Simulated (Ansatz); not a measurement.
# LiTaO2 (P-3m1): the Drude term of Re ε in the infrared

Re ε of LiTaO2 (P-3m1) along x at low photon energies is read from one computed spectrum; the carriers' damping was typed as γ = 0.1 eV. x, y and z are the Cartesian axes of the input cell.

Cell: a, b, c = 2.853, 2.853, 5.577 Å (primitive vectors), 4 atoms.

Method: Ansatz 0.2.0, PBE, independent particles, k-mesh 18×18×8 with interpolation inside its cells, Gaussian parameter 0.15 eV.

Launch of the response step: `ansatz run input.yaml --threads 4 --pin off --max-ram 8192MiB --backend cpu --events-out ev --progress --plain --runs-dir out`. The run took 3.4 min, on 4 threads of Arm Neoverse V2, on a shared host.

| photon energy E (eV) | wavelength (µm) | Re ε |
| --- | --- | --- |
| 0.25 | 4.96 | -347.0 |
| 0.30 | 4.13 | -228.8 |
| 0.35 | 3.54 | -154.9 |
| 0.40 | 3.10 | -108.1 |
| 0.50 | 2.48 | -60.6 |
| 0.60 | 2.07 | ? |
| 0.70 | 1.77 | -42.0 |

A Drude term over a constant background gives Re ε = ε_b − ωp²/(E² + γ²), linear in 1/(E² + γ²).

Working, on the rows shown:

| x = 1/(E² + γ²) (eV⁻²) | y = Re ε |
| --- | --- |
| 13.7931 | -347 |
| 10 | -228.8 |
| 7.54717 | -154.9 |
| 5.88235 | -108.1 |
| 3.84615 | -60.6 |
| 2 | -42 |

Means: x̄ = 7.1781, ȳ = -156.9. Σ(x − x̄)(y − ȳ) = -2439, Σ(x − x̄)² = 91.45. Slope = -2439 / 91.45 = -26.67; intercept = ȳ − slope · x̄ = 34.519. The line misses the rows shown by at most 23.

What does the fit predict for the withheld row, and how well does it do?

At x = 2.7027 the line gives y = -37.554. The run gave -44.5, so the interpolation is off by 6.9, 2 % of the range in the table.

Refitted with all rows, the slope is -26.42 and the intercept 31.923. These give ωp = √(−slope) = 5.14 eV, against 5.61 eV from the program's Fermi-surface sum, and an intercept of 31.9. Taking the program's Drude term off the rows leaves 88 at the lowest energy and 21 at the highest, so the background isn't constant: interband transitions lie in or near the window, and neither fitted number can be trusted. The structure is a model and need not exist. The values come from a sum over the points of one k-mesh and carry its error, which is largest for Fermi-surface quantities. Spin-orbit coupling is left out.
